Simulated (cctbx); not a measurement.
**From intensities to atoms**

Cell a = 4.3660 Å, b = 4.3660 Å, c = 7.7870 Å, α = 90.00°, β = 90.00°, γ = 90.00°; space group P4/nmm (no. 129, origin choice 1); content Ce2 Se2 Cl2.

The data are simulated with cctbx, not measured: Cu Kα, λ = 1.54184 Å, to d = 0.8 Å, 80 % of the full sphere, strongest reflection 5000 counts, noise from counting, a 2 % proportional error and a noise floor of 2 counts (s.d.); no absorption, and some extinction, which the refinements don't model.

1 earlier start (other random phases, and plain and normalised amplitudes in turn) led nowhere (symmetry correlation 0.87).

Charge flipping in P1 on normalised amplitudes to 0.8 Å, δ = 1.1 σ, 10 % of the reflections treated as weak, 600 cycles:

```text
cycle      R  skewness
    0  0.521     0.18
   50  0.427     3.60
  100  0.394     3.97
  150  0.367     3.81
  200  0.394     3.65
  250  0.382     3.70
  300  0.360     3.76
  350  0.388     4.22
  400  0.394     3.88
  450  0.387     3.79
  500  0.384     3.65
  550  0.391     3.74
origin shift          correlation  skewness
 0.339  0.316  0.143      0.909      6.03
 0.344  0.312  0.327      0.900      4.84
 0.425  0.310  0.033      0.837      2.16
 0.353  0.812  0.108      0.846      2.88
taken: symmetry correlation 0.909, skewness 6.03
peak      x       y       z  mult  height/sigma
Q1    0.0000  0.5000  0.2341    2     15.9
Q2    0.0000  0.5000  0.6328    2     11.2
Q3    0.0000  0.0000  0.0000    2      4.3
Q4    0.0000  0.5000  0.8069    2      4.2
Q5    0.0000  0.1145  0.1043    8      1.5
Q6    0.0000  0.2862  0.8989    8      1.4
Q7    0.0000  0.1677  0.5725    8      1.3
Q8    0.1348  0.3652  0.1542    8      1.2
```

The origin is taken among those within 0.04 of the best correlation, by the skewness of the map.

Run time: 0.38 s on 1 thread of Arm Neoverse V2 (shared host), peak memory 0.07 GiB.

**Question.** Which peaks are atoms, and which elements?

Heights go roughly as Z and multiplicities must add up to the content. First model: Q1 = Ce1 (2 in the cell, height 15.9), Q2 = Se1 (2 in the cell, height 11.2) and Q3 = Cl1 (2 in the cell, height 4.3). Against the true structure, Q1 is Ce, Q2 is Se and Q3 is Cl; the other peaks are not atoms.

Least squares on F², isotropic:

```text
Rint 0.034, 115 unique reflections to 0.80 A
cycle     R1     wR2    GooF  max shift (A)
   1  0.1549  0.3487  16.479   0.10185
   2  0.0108  0.0227   1.074   0.00001
final R1 0.0108 wR2 0.0227 GooF 1.074  parameters 5  data/parameter 23.0
atom        x        y        z      Ueq    occ   su(xyz)  su(Uiso or U11)
Ce1    0.00000  0.50000  0.22842   0.0195  1.000  0.00005  0.0001
Se1    0.00000  0.50000  0.64588   0.0239  1.000  0.00011  0.0002
Cl1    0.00000  0.00000  0.00000   0.0260  1.000  0.00000  0.0004
difference map: max 0.48 min -0.65 rms 0.12
Q1    0.0000  0.5000  0.5848    2    0.50  0.48 A from Se1
Q2    0.0000  0.5000  0.7178    2    0.46  0.56 A from Se1
Q3    0.1442  0.3558  0.0340    8    0.40  1.70 A from Cl1
Q4    0.1126  0.3874  0.1448    8    0.32  0.95 A from Ce1
Q5    0.1120  0.1120  0.0000    8    0.30  0.69 A from Cl1
```

Anisotropic refinement:

```text
Rint 0.034, 115 unique reflections to 0.80 A
cycle     R1     wR2    GooF  max shift (A)
   1  0.0108  0.0227   1.089   0.00004
   2  0.0105  0.0207   0.991   0.00000
final R1 0.0105 wR2 0.0207 GooF 0.991  parameters 8  data/parameter 14.4
atom        x        y        z      Ueq    occ   su(xyz)  su(Uiso or U11)
Ce1    0.00000  0.50000  0.22843   0.0195  1.000  0.00005  0.0001
Se1    0.00000  0.50000  0.64588   0.0239  1.000  0.00010  0.0003
Cl1    0.00000  0.00000  0.00000   0.0262  1.000  0.00000  0.0005
difference map: max 0.36 min -0.63 rms 0.11
Q1    0.1397  0.3603  0.0349    8    0.39  1.71 A from Cl1
Q2    0.1082  0.3918  0.1429    8    0.31  0.94 A from Ce1
Q3    0.1311  0.1733  0.2101   16    0.28  1.54 A from Ce1
Q4    0.1218  0.3782  0.9342    8    0.24  1.81 A from Cl1
Q5    0.1270  0.1299  0.0601   16    0.24  0.92 A from Cl1
Q6    0.0000  0.0000  0.2685    4    0.24  2.09 A from Cl1
```

**Reading.** The refinement ends at R1 = 0.0105, wR2 = 0.0207, GooF = 0.99, with difference density between -0.63 and 0.36 e/Å³. Every site matches the true model in element, within 0.001 Å r.m.s., up to an allowed shift of origin.

True model:

| atom | mult. | x | y | z | Ueq (Å²) |
| --- | --- | --- | --- | --- | --- |
| Ce1 | 2 | 0 | 1/2 | 0.7715 | 0.0198 |
| Se1 | 2 | 0 | 1/2 | 0.3542 | 0.0240 |
| Cl1 | 2 | 1/2 | 1/2 | 0 | 0.0270 |

The model was made for the exercise: a known structure type with other elements put in, its volume estimated, not relaxed; displacement parameters are assumed.

[Middle refinement cycles are left out of these outputs.]

[Logs are printed without paths, hosts, clocks, repeated set-up lines and the standing remarks that a program may print on its own settings, such as how far it seeks lower states.]
